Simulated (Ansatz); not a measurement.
## Charge trapping in a frame of liquid (Cs,Na)I from 1200 K (70 atoms)

Aim: add and remove one electron in a frame of liquid (Cs,Na)I from 1200 K (70 atoms), with atoms held and relaxed, and read trapping energy and localisation.

Main program and level: Ansatz 0.2.0; Kohn-Sham DFT, PBE, PAW (set soft_2, large core), plane waves.

**1. The system as given**

The cell holds 70 atoms: 13 Cs, 22 Na and 35 I. Its edges and angles: a = 16.236 Å, b = 16.236 Å, c = 16.236 Å, α = 90.0°, β = 90.0°, γ = 90.0°. 70 atoms (13 Cs, 22 Na, 35 I) placed at random at 2.98 g/cm³, melted at 1600 K for 10 ps at fixed volume with the Lennard-Jones and Coulomb ion parameters for SPC/E (Joung and Cheatham, J. Phys. Chem. B 112, 9020 (2008)), full charges. Snapshot at the end of a hold of 15 ps at 1200 K and zero pressure.

What the set-up can't give: The starting topology of bonds comes from the classical model, and needn't be the one that DFT or experiment would give. The ion parameters were fitted for water, not for melts, so the density of this cell may lie well off the real melt's. Only the Γ point is sampled, in a cell whose shortest periodic width is 16 Å. The levels lack spin–orbit coupling, which is large for the heavy elements here. The liquid is relaxed first, so the results are those of a frozen frame at zero temperature.

**2. Single point at the start**

A single point comes first, to see the forces before anything moves.

File input.yaml:

```yaml
crystal:
  lattice:
    - [16.23577, 0.0, 0.0]
    - [0.0, 16.23577, 0.0]
    - [0.0, 0.0, 16.23577]
  atoms:
    - { symbol: Cs, position: [0.86734, 0.78753, 0.23754] }
    - { symbol: Cs, position: [0.29423, 0.11448, 0.2283] }
    - { symbol: Cs, position: [0.68421, 0.72385, 0.76749] }
    - { symbol: Cs, position: [0.03266, 0.41283, 0.07651] }
    - { symbol: Cs, position: [0.41916, 0.44318, 0.33106] }
    - { symbol: Cs, position: [0.16675, 0.86296, 0.08412] }
    - { symbol: Cs, position: [0.85492, 0.3068, 0.78458] }
    - { symbol: Cs, position: [0.53981, 0.05235, 0.67985] }
    - { symbol: Cs, position: [0.33565, 0.21335, 0.99701] }
    - { symbol: Cs, position: [0.6889, 0.35123, 0.51774] }
    - { symbol: Cs, position: [0.18036, 0.55793, 0.37613] }
    - { symbol: Cs, position: [0.48582, 0.49727, 0.9966] }
    - { symbol: Cs, position: [0.77314, 0.46043, 0.1273] }
    - { symbol: Na, position: [0.35619, 0.74201, 0.86834] }
    - { symbol: Na, position: [0.37765, 0.70072, 0.58826] }
    - { symbol: Na, position: [0.76623, 0.98021, 0.4552] }
    - { symbol: Na, position: [0.2318, 0.99647, 0.60373] }
    - { symbol: Na, position: [0.90522, 0.61109, 0.48004] }
    - { symbol: Na, position: [0.1325, 0.06373, 0.88612] }
    - { symbol: Na, position: [0.41693, 0.33429, 0.74042] }
    - { symbol: Na, position: [0.9683, 0.17623, 0.15198] }
    - { symbol: Na, position: [0.14119, 0.29558, 0.74867] }
    - { symbol: Na, position: [0.18118, 0.25472, 0.42782] }
    - { symbol: Na, position: [0.05413, 0.7791, 0.69554] }
    - { symbol: Na, position: [0.07734, 0.88212, 0.41258] }
    - { symbol: Na, position: [0.66179, 0.70254, 0.38421] }
    - { symbol: Na, position: [0.98264, 0.63612, 0.9037] }
    - { symbol: Na, position: [0.4364, 0.76939, 0.14283] }
    - { symbol: Na, position: [0.45724, 0.85059, 0.45042] }
    - { symbol: Na, position: [0.81806, 0.07259, 0.97212] }
    - { symbol: Na, position: [0.59545, 0.91511, 0.0051] }
    - { symbol: Na, position: [0.61725, 0.23396, 0.00745] }
    - { symbol: Na, position: [0.63713, 0.00735, 0.26977] }
    - { symbol: Na, position: [0.90525, 0.19329, 0.47324] }
    - { symbol: Na, position: [0.90507, 0.9937, 0.68294] }
    - { symbol: I, position: [0.37254, 0.53403, 0.7484] }
    - { symbol: I, position: [0.06332, 0.92765, 0.58863] }
    - { symbol: I, position: [0.52766, 0.31518, 0.87889] }
    - { symbol: I, position: [0.21142, 0.07989, 0.42] }
    - { symbol: I, position: [0.39393, 0.68615, 0.37529] }
    - { symbol: I, position: [0.52412, 0.75469, 0.95396] }
    - { symbol: I, position: [0.55926, 0.7047, 0.54978] }
    - { symbol: I, position: [0.28823, 0.18567, 0.77317] }
    - { symbol: I, position: [0.89991, 0.63111, 0.07013] }
    - { symbol: I, position: [0.57178, 0.32678, 0.15876] }
    - { symbol: I, position: [0.26504, 0.32096, 0.28833] }
    - { symbol: I, position: [0.38917, 0.87525, 0.66591] }
    - { symbol: I, position: [0.02212, 0.71134, 0.35114] }
    - { symbol: I, position: [0.30641, 0.64109, 0.03375] }
    - { symbol: I, position: [0.79944, 0.0937, 0.30453] }
    - { symbol: I, position: [0.84564, 0.29472, 0.00124] }
    - { symbol: I, position: [0.05889, 0.2807, 0.55609] }
    - { symbol: I, position: [0.00558, 0.97515, 0.16671] }
    - { symbol: I, position: [0.14616, 0.1903, 0.08333] }
    - { symbol: I, position: [0.54551, 0.00449, 0.4345] }
    - { symbol: I, position: [0.81738, 0.78133, 0.47521] }
    - { symbol: I, position: [0.61015, 0.05998, 0.1002] }
    - { symbol: I, position: [0.75808, 0.08751, 0.59928] }
    - { symbol: I, position: [0.76048, 0.56674, 0.3131] }
    - { symbol: I, position: [0.94785, 0.33358, 0.28512] }
    - { symbol: I, position: [0.48376, 0.36594, 0.57063] }
    - { symbol: I, position: [0.71697, 0.95865, 0.83211] }
    - { symbol: I, position: [0.36822, 0.95317, 0.10736] }
    - { symbol: I, position: [0.59921, 0.81731, 0.24634] }
    - { symbol: I, position: [0.98155, 0.10583, 0.79679] }
    - { symbol: I, position: [0.89962, 0.76253, 0.78266] }
    - { symbol: I, position: [0.1739, 0.67697, 0.58419] }
    - { symbol: I, position: [0.16644, 0.85613, 0.87045] }
    - { symbol: I, position: [0.80818, 0.47802, 0.6626] }
    - { symbol: I, position: [0.0207, 0.41321, 0.86117] }
kpoints:
  mp_grid: { grid: [1, 1, 1] }
hamiltonian:
  xc: pbe
  pseudopotentials: { kind: paw, core: large }
scf:
  occupations: { method: fermi_dirac, width: 0.025 }
output:
  forces: true
```

Started as:

```console
$ ansatz run input.yaml --threads 4 --pin off --max-ram 15872MiB --backend cpu --events-out ev --progress --plain --runs-dir out
```

Log:

```text
[...]
Pseudopotentials: kind: paw
Pseudopotential: Cs, paw, valence charge 9, recommended cutoff 420 eV (normal), Cs.paw.azcp
Pseudopotential: Na, paw, valence charge 9, recommended cutoff 420 eV (normal), Na.paw.azcp
Pseudopotential: I, paw, valence charge 7, recommended cutoff 420 eV (normal), I.paw.azcp#standard-large-core
[...]
Crystal: 70 atoms, lattice volume = 4279.753 Å³
Basis set: ecut = 420 eV, 83647 PW (Γ), exchange–correlation on 240×240×240 points (8 copies of the dense FFT grid, shifted against one another)
Bands: 350, of which v1, the nominal top of the filled ones, is band 280 counted from 1 (279 counted from 0)
Symmetry: 1 space group operations
Space group: P1 (ITA 1), of the structure as read, at distance tolerance 1.6e-4 Å
k-points: 1
[...]
Initial density: superposition of atomic densities (chi_scale 0.1, normalization cell, long waves kept (reshape's long-wave potential 0.34 eV rms))
Initial wavefunctions: pseudopotential atomic-orbital guess
[...]
SCF iter   1: F=—  HF=-287388.460391 eV  |F-HF|=—  |Δ(HF+E_count)|=         —  Δρ=2.47e-2  dr2=3.72e1  ethr=3.10e-3  ⟨swp⟩=9.0  Hψ=1695  notcnv=0  defer=32
preconditioner: auto → Resta (q_TF=auto, 1.944 Å⁻¹)  ε∞=3.8  [insulator: Δε(μ)=1.342 eV  Ē_g=4.904 eV  σ=0.025 eV  W_gap=1.00  n_scr=514 (ndim 8)  ℏωp=8.2 eV  f_vac=0.120  D(μ)=0.00/eV (n_scr^D=0)  ε∞_Penn≈3.8]
SCF iter   2: F=—  HF=-287375.626114 eV  |F-HF|=—  |Δ(HF+E_count)|=    1.28e1  Δρ=9.37e-3  dr2=8.93e0  ethr=3.10e-3  ⟨swp⟩=3.0  Hψ=961  notcnv=0  defer=65
SCF iter   3: F=—  HF=-287372.682136 eV  |F-HF|=—  |Δ(HF+E_count)|=    2.94e0  Δρ=2.52e-3  dr2=9.27e-1  ethr=1.59e-3  ⟨swp⟩=4.0  Hψ=669  notcnv=0  defer=40
automatic band count: iteration 3 solves 325 bands in place of 350: the levels show a gap, and the empty bands left out lie too high to hold charge; the band table lists the bands solved (type scf.n_extra_bands for more)
SCF iter   4: F=—  HF=-287372.728366 eV  |F-HF|=—  |Δ(HF+E_count)|=   4.62e-2  Δρ=7.14e-4  dr2=7.84e-2  ethr=1.66e-4  ⟨swp⟩=4.0  Hψ=580  notcnv=0  defer=40
SCF iter   5: F=—  HF=-287372.817745 eV  |F-HF|=—  |Δ(HF+E_count)|=   8.94e-2  Δρ=3.04e-4  dr2=7.13e-3  ethr=1.40e-5  ⟨swp⟩=4.0  Hψ=562  notcnv=0  defer=40
[...]
SCF iter   9: F=—  HF=-287372.830009 eV  |F-HF|=—  |Δ(HF+E_count)|=   2.86e-4  Δρ=2.36e-6  dr2=6.23e-7  ethr=1.46e-9  ⟨swp⟩=2.0  Hψ=590  notcnv=0  defer=40
SCF iter  10: F=-287372.830010 eV  HF=-287372.830010 eV  |F-HF|=5.52e-8  |Δ(HF+E_count)|=   7.47e-7  Δρ=7.34e-7  dr2=5.38e-8  ethr=1.79e-11  ⟨swp⟩=5.0  Hψ=1185  notcnv=0
SCF 1 converged in 10 iterations: F = -287372.830010 eV  dr2 = 5.38e-8
[...]
SCF converged after 10 iterations
Free energy (F): -287372.830010 eV
Harris-Foulkes:  -287372.830010 eV  (|F-HF|=5.52e-8)
Internal energy: -287372.830010 eV  (E = F + TS)
E sigma→0 (E₀):  -287372.830010 eV
Fermi energy:    1.525437 eV
--- Per-component energies (eV) ---
[...]
Σ components = -287372.830010   (vs F -287372.830010, Δ=0.00e0)
--- Forces (eV/Å), atoms counted from 1 ---
  atom   1  Cs    -0.62885714     0.22245724    -0.35864708
  atom   2  Cs     0.28456113    -0.16649740     0.13595768
  atom   3  Cs    -0.26067917    -0.09892598    -0.24145227
  atom   4  Cs     0.17172400     0.08105508     0.35919303
[...]
atom  70  I      0.66495961     0.32651961    -0.28722206
  max |Σ_I F_I| component: 3.54e-5 eV/Å
```

The job ended after 47 s (4 threads of Arm Neoverse V1, shared host; peak memory 4.5 GiB).

The program notes that potentials were chosen by core size.

The r.m.s. force at the start is 0.28 eV/Å.

**3. Relaxation**

With the cell held, the atoms are moved downhill towards a nearby minimum.

File input.yaml:

```yaml
crystal:
  lattice:
    - [16.23577, 0.0, 0.0]
    - [0.0, 16.23577, 0.0]
    - [0.0, 0.0, 16.23577]
  atoms:
    [... the 70 atom lines of step 2 ...]
kpoints:
  mp_grid: { grid: [1, 1, 1] }
hamiltonian:
  xc: pbe
  pseudopotentials: { kind: paw, core: large }
scf:
  occupations: { method: fermi_dirac, width: 0.025 }
output:
  forces: true
relax:
  f_tol: 0.06
  max_steps: 150
```

Log:

```text
[...]
Crystal: 70 atoms, lattice volume = 4279.753 Å³
Basis set: ecut = 420 eV, 83647 PW (Γ), exchange–correlation on 240×240×240 points (8 copies of the dense FFT grid, shifted against one another)
Bands: 350, of which v1, the nominal top of the filled ones, is band 280 counted from 1 (279 counted from 0)
Symmetry: 1 space group operations
[...]
k-points: 1
[...]
SCF iter   1: F=—  HF=-287388.460390 eV  |F-HF|=—  |Δ(HF+E_count)|=         —  Δρ=2.47e-2  dr2=3.72e1  ethr=3.10e-3  ⟨swp⟩=9.0  Hψ=1695  notcnv=0  defer=32
[...]
SCF iter   9: F=-287372.830010 eV  HF=-287372.830009 eV  |F-HF|=7.87e-7  |Δ(HF+E_count)|=   1.28e-5  Δρ=3.14e-6  dr2=1.03e-6  ethr=1.71e-9  ⟨swp⟩=3.0  Hψ=897  notcnv=0
SCF 1 converged in 9 iterations: F = -287372.830010 eV  dr2 = 1.03e-6
[...]
relax step   1: F+E_penalty+E_count = -287372.83000994 eV  Δ(F+E_penalty+E_count) = +0.000e0 eV  max|allowed force component| = 1.061e0 eV/Å  Δτ_max = 0.0000 Å  (9 SCF iters, dr2 threshold 9.00e-5 eV, accepted)
[...]
relax step   2: F+E_penalty+E_count = -287374.97933869 eV  Δ(F+E_penalty+E_count) = -2.149e0 eV  max|allowed force component| = 6.753e-1 eV/Å  Δτ_max = 0.1946 Å  (6 SCF iters, dr2 threshold 7.03e-5 eV, accepted)
[...]
relax step   3: F+E_penalty+E_count = -287376.47026072 eV  Δ(F+E_penalty+E_count) = -1.491e0 eV  max|allowed force component| = 4.524e-1 eV/Å  Δτ_max = 0.1948 Å  (6 SCF iters, dr2 threshold 2.85e-5 eV, accepted)
relax step   4: F+E_penalty+E_count = -287377.44289978 eV  Δ(F+E_penalty+E_count) = -9.726e-1 eV  max|allowed force component| = 2.159e-1 eV/Å  Δτ_max = 0.1949 Å  (5 SCF iters, dr2 threshold 8.30e-5 eV, accepted)
relax step   5: F+E_penalty+E_count = -287378.20409733 eV  Δ(F+E_penalty+E_count) = -7.612e-1 eV  max|allowed force component| = 1.364e-1 eV/Å  Δτ_max = 0.1950 Å  (6 SCF iters, dr2 threshold 1.06e-5 eV, accepted)
relax step   6: F+E_penalty+E_count = -287378.61661636 eV  Δ(F+E_penalty+E_count) = -4.125e-1 eV  max|allowed force component| = 1.120e-1 eV/Å  Δτ_max = 0.1951 Å  (6 SCF iters, dr2 threshold 4.24e-6 eV, accepted)
relax step   7: F+E_penalty+E_count = -287378.90098554 eV  Δ(F+E_penalty+E_count) = -2.844e-1 eV  max|allowed force component| = 1.118e-1 eV/Å  Δτ_max = 0.1903 Å  (6 SCF iters, dr2 threshold 5.01e-6 eV, accepted)
relax step   8: F+E_penalty+E_count = -287379.11564661 eV  Δ(F+E_penalty+E_count) = -2.147e-1 eV  max|allowed force component| = 1.611e-1 eV/Å  Δτ_max = 0.1945 Å  (6 SCF iters, dr2 threshold 8.42e-6 eV, accepted)
relax step   9: F+E_penalty+E_count = -287379.33865153 eV  Δ(F+E_penalty+E_count) = -2.230e-1 eV  max|allowed force component| = 1.348e-1 eV/Å  Δτ_max = 0.1963 Å  (5 SCF iters, dr2 threshold 2.58e-5 eV, accepted)
relax step  10: F+E_penalty+E_count = -287379.52417007 eV  Δ(F+E_penalty+E_count) = -1.855e-1 eV  max|allowed force component| = 9.968e-2 eV/Å  Δτ_max = 0.1950 Å  (5 SCF iters, dr2 threshold 1.27e-5 eV, accepted)
relax step  11: F+E_penalty+E_count = -287379.68064406 eV  Δ(F+E_penalty+E_count) = -1.565e-1 eV  max|allowed force component| = 7.170e-2 eV/Å  Δτ_max = 0.1950 Å  (6 SCF iters, dr2 threshold 5.44e-6 eV, accepted)
relax step  12: F+E_penalty+E_count = -287379.81717298 eV  Δ(F+E_penalty+E_count) = -1.365e-1 eV  max|allowed force component| = 7.954e-2 eV/Å  Δτ_max = 0.1975 Å  (7 SCF iters, accepted)
relax step  13: F+E_penalty+E_count = -287379.91862776 eV  Δ(F+E_penalty+E_count) = -1.015e-1 eV  max|allowed force component| = 9.435e-2 eV/Å  Δτ_max = 0.1956 Å  (7 SCF iters, accepted)
relax step  14: F+E_penalty+E_count = -287380.00875620 eV  Δ(F+E_penalty+E_count) = -9.013e-2 eV  max|allowed force component| = 9.742e-2 eV/Å  Δτ_max = 0.1951 Å  (5 SCF iters, dr2 threshold 8.90e-6 eV, accepted)
relax step  15: F+E_penalty+E_count = -287380.09341480 eV  Δ(F+E_penalty+E_count) = -8.466e-2 eV  max|allowed force component| = 9.068e-2 eV/Å  Δτ_max = 0.1950 Å  (5 SCF iters, dr2 threshold 9.49e-6 eV, accepted)
relax step  16: F+E_penalty+E_count = -287380.16964405 eV  Δ(F+E_penalty+E_count) = -7.623e-2 eV  max|allowed force component| = 8.488e-2 eV/Å  Δτ_max = 0.1950 Å  (5 SCF iters, dr2 threshold 7.12e-6 eV, accepted)
relax step  17: F+E_penalty+E_count = -287380.24802458 eV  Δ(F+E_penalty+E_count) = -7.838e-2 eV  max|allowed force component| = 9.749e-2 eV/Å  Δτ_max = 0.1988 Å  (6 SCF iters, dr2 threshold 6.24e-6 eV, accepted)
relax step  18: F+E_penalty+E_count = -287380.32700746 eV  Δ(F+E_penalty+E_count) = -7.898e-2 eV  max|allowed force component| = 7.177e-2 eV/Å  Δτ_max = 0.1960 Å  (5 SCF iters, dr2 threshold 8.33e-6 eV, accepted)
relax step  19: F+E_penalty+E_count = -287380.39879160 eV  Δ(F+E_penalty+E_count) = -7.178e-2 eV  max|allowed force component| = 5.734e-2 eV/Å  Δτ_max = 0.2000 Å  (7 SCF iters, accepted)
relax step  20: F+E_penalty+E_count = -287380.45666997 eV  Δ(F+E_penalty+E_count) = -5.788e-2 eV  max|allowed force component| = 6.308e-2 eV/Å  Δτ_max = 0.1953 Å  (7 SCF iters, accepted)
relax step  21: F+E_penalty+E_count = -287380.48142548 eV  Δ(F+E_penalty+E_count) = -2.476e-2 eV  max|allowed force component| = 6.019e-2 eV/Å  Δτ_max = 0.1947 Å  (7 SCF iters, accepted)
relax step  22: F+E_penalty+E_count = -287380.50587754 eV  Δ(F+E_penalty+E_count) = -2.445e-2 eV  max|allowed force component| = 2.459e-2 eV/Å  Δτ_max = 0.0874 Å  (7 SCF iters, accepted)
relax step  23: F+E_penalty+E_count = -287380.53008320 eV  Δ(F+E_penalty+E_count) = -2.421e-2 eV  max|allowed force component| = 3.525e-2 eV/Å  Δτ_max = 0.1547 Å  (7 SCF iters, accepted)
[...]
relax step  24: F+E_penalty+E_count = -287380.55693743 eV  Δ(F+E_penalty+E_count) = -2.685e-2 eV  max|allowed force component| = 4.729e-2 eV/Å  Δτ_max = 0.1949 Å  (7 SCF iters, accepted)
SCF converged after 7 iterations
Free energy (F): -287380.556937 eV
[...]
Internal energy: -287380.556937 eV  (E = F + TS)
E sigma→0 (E₀):  -287380.556937 eV
Fermi energy:    1.313326 eV
[...]
--- Forces (eV/Å), atoms counted from 1 ---
  atom   1  Cs    -0.00278011     0.01122907     0.00538358
  atom   2  Cs    -0.00956731     0.00387936    -0.00865468
  atom   3  Cs     0.00025344     0.00175666    -0.00032230
  atom   4  Cs     0.00004121     0.00959427     0.00426937
  atom   5  Cs    -0.00727004    -0.00648597    -0.00708820
  atom   6  Cs     0.00177688    -0.00161677     0.00836265
  atom   7  Cs    -0.00636752     0.00182131    -0.00221784
  atom   8  Cs     0.00452606    -0.01067249     0.00369634
  atom   9  Cs    -0.02780978     0.00028542    -0.00940861
  atom  10  Cs    -0.00431243     0.00293829     0.00177829
  atom  11  Cs    -0.00773497     0.00754506     0.00091687
  atom  12  Cs    -0.00146698    -0.00344899    -0.00581987
  atom  13  Cs     0.00161045     0.00963014    -0.00102114
  atom  14  Na     0.00634975    -0.00289743     0.00510711
[...]
atom  69  I     -0.00523181    -0.00417513     0.00417380
  atom  70  I      0.00439835     0.00793206     0.00872363
  max |Σ_I F_I| component: 5.75e-5 eV/Å
--- Relaxed structure (24 steps of the walk, 24 accepted, 0 SCFs on fresh bases) ---
  F+E_penalty+E_count = -287380.55693743 eV   max|allowed force component| = 4.729e-2 eV/Å
  atoms:
    - { symbol: Cs, position: [0.870540, 0.759176, 0.167673] }
    - { symbol: Cs, position: [0.326462, 0.132952, 0.262211] }
    - { symbol: Cs, position: [0.712221, 0.737592, 0.748808] }
    - { symbol: Cs, position: [0.058353, 0.323968, 0.055304] }
[...]
- { symbol: I, position: [0.047861, 0.402918, 0.834484] }
```

The job ended after 11 min (4 threads; peak memory 4.5 GiB).

The relaxation converged after 24 steps, 7.73 eV below its start, with a largest force component of 0.047 eV/Å.

[end of part 1 of 3]

[Long decimals in the printed logs are rounded to 6 places.]

[Logs are printed without paths, hosts, clocks, repeated set-up lines and the standing remarks that a program may print on its own settings, such as how far it seeks lower states.]

[Hosts, paths, dates, database ids (printed as entryN), source tags and the programs' standing remarks are cut or masked in the printed files.]
